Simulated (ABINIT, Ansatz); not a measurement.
**Quasiparticle gap of CsPbCl3 (Pm-3m) in ABINIT**

Aim: the G0W0 gap of CsPbCl3 (Pm-3m) on PBE, step by step.

Main program and level: ABINIT 10.8.3; PBE and many-body steps on it, plane waves.

### 1. Starting point

The structure is cubic, space group Pm-3m (No. 221). Conventional cell: a = 5.605 Å, b = 5.605 Å, c = 5.605 Å, α = 90.00°, β = 90.00°, γ = 90.00°. Cs has 12 Cl at 3.96 Å nearest. Nearest to Pb lie 6 Cl at 2.80 Å. Cl has 2 Pb at 2.80 Å and 4 Cs at 3.96 Å nearest. Farther neighbours and most contacts between anions are not listed.

The cell and positions come from the Crystallography Open Database and are kept as given unless a step says otherwise. Spin-orbit coupling is left out unless a step names it.

### 2. Ground state

This step: ABINIT 10.8.3; DFT, PBE, plane waves, norm-conserving pseudopotentials.

The ground-state density comes first.

File run.abi:

```
acell 3*1.0 Angstrom
rprim 
  5.605000000000 0.000000000000 0.000000000000
  0.000000000000 5.605000000000 0.000000000000
  0.000000000000 0.000000000000 5.605000000000
ntypat 3
znucl 55 82 17
natom 5
typat 1 2 3 3 3
xred 
  0.000000000000 0.000000000000 0.000000000000
  0.500000000000 0.500000000000 0.500000000000
  0.500000000000 0.500000000000 0.000000000000
  0.000000000000 0.500000000000 0.500000000000
  0.500000000000 0.000000000000 0.500000000000
pp_dirpath "pseudos"
pseudos "Cs.upf, Pb.upf, Cl.upf"
ecut 25
ngkpt 4 4 4
nshiftk 1
shiftk 0 0 0
kptopt 1
chksymbreak 0
nband 28
occopt 1
tolvrs 1e-10
nstep 60
prtwf 0
optforces 0
optstress 0
indata_prefix "in"
outdata_prefix "out"
tmpdata_prefix "tmp"
```

Run with:

```sh
> OMP_NUM_THREADS=1 mpirun -n 4 abinit run.abi > log
```

Numbers of over 12 decimals in the logs are rounded to 6 here.

The log of the run:

```text
.Version 10.8.3 of ABINIT. v10.8.2 released Aug 2026.

 Symmetries : space group Pm -3 m (#221); Bravais cP (primitive cubic)
================================================================================
 Values of the parameters that define the memory need of the present run
     intxc =       0    ionmov =       0      iscf =       7    lmnmax =       8
     lnmax =       8     mgfft =      48  mpssoang =       4    mqgrid =    3001
     natom =       5  nloc_mem =       1    nspden =       1   nspinor =       1
    nsppol =       1      nsym =      48    n1xccc =    2501    ntypat =       3
    occopt =       1   xclevel =       2
-    mband =          28        mffmem =           1         mkmem =           3
       mpw =        7128          nfft =      110592          nkpt =          10
================================================================================
  Rough estimation (10% accuracy) of disk space for files :
================================================================================

--------------------------------------------------------------------------------
------------- Echo of variables that govern the present computation ------------
--------------------------------------------------------------------------------
 -outvars: echo values of preprocessed input variables --------
            acell      1.8897261259E+00  1.8897261259E+00  1.8897261259E+00 Bohr

      chksymbreak           0
             ecut      2.50000000E+01 Hartree
-          fftalg         312

              ixc     -101130
              kpt      0.00000000E+00  0.00000000E+00  0.00000000E+00
                       2.50000000E-01  0.00000000E+00  0.00000000E+00
                       5.00000000E-01  0.00000000E+00  0.00000000E+00
                       2.50000000E-01  2.50000000E-01  0.00000000E+00
                       5.00000000E-01  2.50000000E-01  0.00000000E+00
                       5.00000000E-01  5.00000000E-01  0.00000000E+00
                       2.50000000E-01  2.50000000E-01  2.50000000E-01
                       5.00000000E-01  2.50000000E-01  2.50000000E-01
                       5.00000000E-01  5.00000000E-01  2.50000000E-01
                       5.00000000E-01  5.00000000E-01  5.00000000E-01
         kptrlatt        4    0    0      0    4    0      0    0    4
          kptrlen      4.23676597E+01
P           mkmem           3
            natom           5
            nband          28
            ngfft          48      48      48
             nkpt          10
            nstep          60
             nsym          48
           ntypat           3
              occ      2.000000  2.000000  2.000000  2.000000  2.000000  2.000000
                       2.000000  2.000000  2.000000  2.000000  2.000000  2.000000
                       2.000000  2.000000  2.000000  2.000000  2.000000  2.000000
                       2.000000  2.000000  2.000000  2.000000  0.000000  0.000000
                       0.000000  0.000000  0.000000  0.000000
        optforces           0
        optstress           0
            prtwf           0
            rprim      5.6050000000E+00  0.0000000000E+00  0.0000000000E+00
                       0.0000000000E+00  5.6050000000E+00  0.0000000000E+00
[...]
spgroup         221

           tolvrs      1.00000000E-10

             xred      0.0000000000E+00  0.0000000000E+00  0.0000000000E+00
[...]
znucl       55.00000   82.00000   17.00000

================================================================================

 chkinp: Checking input parameters for consistency.

================================================================================
== DATASET  1 ==================================================================
-   mpi_nproc: 4, omp_nthreads: 1 (-1 if OMP is not activated)

--- !DatasetInfo
iteration_state: {dtset: 1, }
dimensions: {natom: 5, nkpt: 10, mband: 28, nsppol: 1, nspinor: 1, nspden: 1, mpw: 7128, }
cutoff_energies: {ecut:  25.0, pawecutdg:  -1.0, }
electrons: {nelect:   4.40000000E+01, charge:   0.00000000E+00, occopt:   1.00000000E+00, tsmear:   1.00000000E-02, }

 Real(R)+Recip(G) space primitive vectors, cartesian coordinates (Bohr,Bohr^-1):
 R(1)= 10.5919149  0.0000000  0.0000000  G(1)=  0.0944116  0.0000000  0.0000000
 R(2)=  0.0000000 10.5919149  0.0000000  G(2)=  0.0000000  0.0944116  0.0000000
 R(3)=  0.0000000  0.0000000 10.5919149  G(3)=  0.0000000  0.0000000  0.0944116
 Unit cell volume ucvol=  1.1882928E+03 bohr^3
 Angles (23,13,12)=  9.00000000E+01  9.00000000E+01  9.00000000E+01 degrees

 getcut: wavevector=  0.0000  0.0000  0.0000  ngfft=  48  48  48
         ecut(hartree)=     25.000   => boxcut(ratio)=   2.01341

--- Pseudopotential description ------------------------------------------------
- Cs Generated using ONCVPSP code by D. R. Hamann
- 55.00000   9.00000  171031                  znucl, zion, pspdat
12 -101130 3 -1 2414                          pspcod,pspxc,lmax,lloc,mmax
     nproj     2     2     2     2
  pspatm : epsatm=   22.81663564
         --- l  ekb(1:nproj) -->
[...]
pspatm: atomic psp has been read  and splines computed

- Pb Generated using ONCVPSP code by D. R. Hamann
- 82.00000  14.00000  171031                  znucl, zion, pspdat
12 -101130 2 -1 1678                          pspcod,pspxc,lmax,lloc,mmax
     nproj     2     2     2     0
  pspatm : epsatm=   44.51699805
         --- l  ekb(1:nproj) -->
[...]
pspatm: atomic psp has been read  and splines computed

- Cl Generated using ONCVPSP code by D. R. Hamann
- 17.00000   7.00000  171031                  znucl, zion, pspdat
12 -101130 2 -1 1028                          pspcod,pspxc,lmax,lloc,mmax
     nproj     2     2     2     0
  pspatm : epsatm=    9.12776517
         --- l  ekb(1:nproj) -->
[...]
pspatm: atomic psp has been read  and splines computed

   4.16754488E+03                                ecore*ucvol(ha*bohr**3)
--------------------------------------------------------------------------------

_setup2: Arith. and geom. avg. npw (full set) are    7094.359    7094.321

================================================================================

--- !BeginCycle
iteration_state: {dtset: 1, }
solver: {iscf: 7, nstep: 60, nline: 4, wfoptalg: 0, }
tolerances: {tolvrs: 1.00E-10, }

     iter   Etot(hartree)      deltaE(h)  residm     vres2
 ETOT  1  -142.92037773709    -1.429E+02 1.537E-01 1.604E+02
 ETOT  2  -143.22598060933    -3.056E-01 1.345E-02 2.037E+01
 ETOT  3  -143.23262416124    -6.644E-03 5.576E-03 3.514E+00
 ETOT  4  -143.23287006131    -2.459E-04 4.133E-03 1.932E-01
 ETOT  5  -143.23288247139    -1.241E-05 1.703E-03 5.767E-02
 ETOT  6  -143.23288640053    -3.929E-06 4.027E-04 9.145E-03
 ETOT  7  -143.23288686166    -4.611E-07 1.955E-04 1.317E-03
 ETOT  8  -143.23288694278    -8.112E-08 1.760E-04 6.684E-05
 ETOT  9  -143.23288694820    -5.423E-09 1.504E-04 2.997E-06
 ETOT 10  -143.23288694864    -4.360E-10 1.136E-04 9.248E-08
 ETOT 11  -143.23288694869    -5.150E-11 1.039E-04 3.527E-09
 ETOT 12  -143.23288694870    -6.111E-12 6.894E-05 5.975E-10
 ETOT 13  -143.23288694870    -1.762E-12 6.661E-05 5.657E-11

 At SCF step   13       vres2   =  5.66E-11 < tolvrs=  1.00E-10 =>converged.

--- !ResultsGS
iteration_state: {dtset: 1, }
comment   : Summary of ground state results
lattice_vectors:
- [ 10.5919149,   0.0000000,   0.0000000, ]
- [  0.0000000,  10.5919149,   0.0000000, ]
- [  0.0000000,   0.0000000,  10.5919149, ]
lattice_lengths: [  10.59191,   10.59191,   10.59191, ]
lattice_angles: [ 90.000,  90.000,  90.000, ] # degrees, (23, 13, 12)
lattice_volume:   1.1882928E+03
convergence: {deltae: -1.762E-12, res2:  5.657E-11, residm:  6.661E-05, diffor:  0.000E+00, }
etotal    :  -1.43232887E+02
entropy   :   0.00000000E+00
fermie    :   7.44452368E-02
cartesian_stress_tensor: null
pressure_GPa: null
xred      :
- [  0.0000E+00,   0.0000E+00,   0.0000E+00, Cs]
- [  5.0000E-01,   5.0000E-01,   5.0000E-01, Pb]
- [  5.0000E-01,   5.0000E-01,   0.0000E+00, Cl]
- [  0.0000E+00,   5.0000E-01,   5.0000E-01, Cl]
- [  5.0000E-01,   0.0000E+00,   5.0000E-01, Cl]
cartesian_forces: null
force_length_stats: {min: null, max: null, mean: null, }

 Integrated electronic density in atomic spheres:
 ------------------------------------------------
 Atom  Sphere_radius  Integrated_density
[...]
================================================================================

 ----iterations are completed or convergence reached----

 Mean square residual over all n,k,spin=   48.518E-08; max=  66.607E-06
 reduced coordinates (array xred) for    5 atoms
       0.000000000000      0.000000000000      0.000000000000
       0.500000000000      0.500000000000      0.500000000000
       0.500000000000      0.500000000000      0.000000000000
       0.000000000000      0.500000000000      0.500000000000
       0.500000000000      0.000000000000      0.500000000000
 rms dE/dt=  0.0000E+00; max dE/dt=  0.0000E+00; dE/dt below (all hartree)
    1       0.000000000000      0.000000000000      0.000000000000
    2       0.000000000000      0.000000000000      0.000000000000
    3       0.000000000000      0.000000000000      0.000000000000
    4       0.000000000000      0.000000000000      0.000000000000
    5       0.000000000000      0.000000000000      0.000000000000

 cartesian coordinates (angstrom) at end:
    1      0.000000     0.000000     0.000000
    2      2.802500     2.802500     2.802500
    3      2.802500     2.802500     0.000000
    4      0.000000     2.802500     2.802500
    5      2.802500     0.000000     2.802500
 length scales=  1.889726125908  1.889726125908  1.889726125908 bohr
              =  1.000000000000  1.000000000000  1.000000000000 angstroms
 prteigrs : about to open file out_EIG
 Fermi (or HOMO) energy (hartree) =   0.07445   Average Vxc (hartree)=  -0.29197
 Eigenvalues (hartree) for nkpt=  10  k points:
 kpt#   1, nband= 28, wtk=  0.01563, kpt=  0.0000  0.0000  0.0000 (reduced coord)
  -0.71052   -0.54295   -0.54295   -0.53395   -0.53395   -0.53395   -0.48280   -0.45050
  -0.45050   -0.22537   -0.22537   -0.22537   -0.16919   -0.09719   -0.09719   -0.09719
  -0.02218   -0.02218   -0.02218   -0.01821   -0.01821   -0.01821    0.19769    0.23222
   0.23222    0.26563    0.26563    0.26563
 prteigrs : prtvol=0 or 1, do not print more k-points.

--- !EnergyTerms
iteration_state     : {dtset: 1, }
comment             : Components of total free energy in Hartree
kinetic             :  5.65742555272380E+01
hartree             :  3.48171821028665E+01
xc                  : -4.03994456247931E+01
Ewald energy        : -8.74707109854898E+01
psp_core            :  3.50717012503863E+00
local_psp           : -1.05721097213477E+02
non_local_psp       : -4.54024088008112E+00
total_energy        : -1.43232886948697E+02
total_energy_eV     : -3.89756540988794E+03
band_energy         : -1.19554264459837E+01

== END DATASET(S) ==============================================================
================================================================================

 -outvars: echo values of variables after computation  --------
           etotal     -1.4323288695E+02
            nband          28
             nkpt          10
          spgroup         221
 [... the other variables as echoed above ...]

 Calculation completed.
```

The job ended after 34 s (4 MPI ranks of Arm Neoverse V1, shared host; peak memory 0.36 GiB; 2.3 min of CPU time).

This step gave:

```yaml
total_energy: -3897.5654 eV
gap: 1.933 eV
k_of_the_valence_top: 0.5, 0.5, 0.5
k_of_the_conduction_bottom: 0.5, 0.5, 0.5
least_direct_gap: 1.933 eV
```

The gap is direct, at (0.500, 0.500, 0.500).

[end of part 1 of 3]

[Paths, hosts, dates, memory and timing lines, banners, echoed tables and standing remarks are left out of the program output.]

[Logs are printed without paths, hosts, clocks, repeated set-up lines and the standing remarks that a program may print on its own settings, such as how far it seeks lower states.]

[Runs of the session that timed out or met a known fault of the program may be left out.]

[Hosts, paths, dates, database ids (printed as entryN), source tags and the programs' standing remarks are cut or masked in the printed files.]

[G0W0 gaps are taken among the corrected bands and points alone; a level outside them can change the order at an edge.]

[Where Ansatz stands beside ABINIT at settings called matched, ABINIT's density can come from a denser mesh and the files from another edition; pairs whose starting gaps differed by over 0.03 eV were left out, so agreement reads better than it is.]
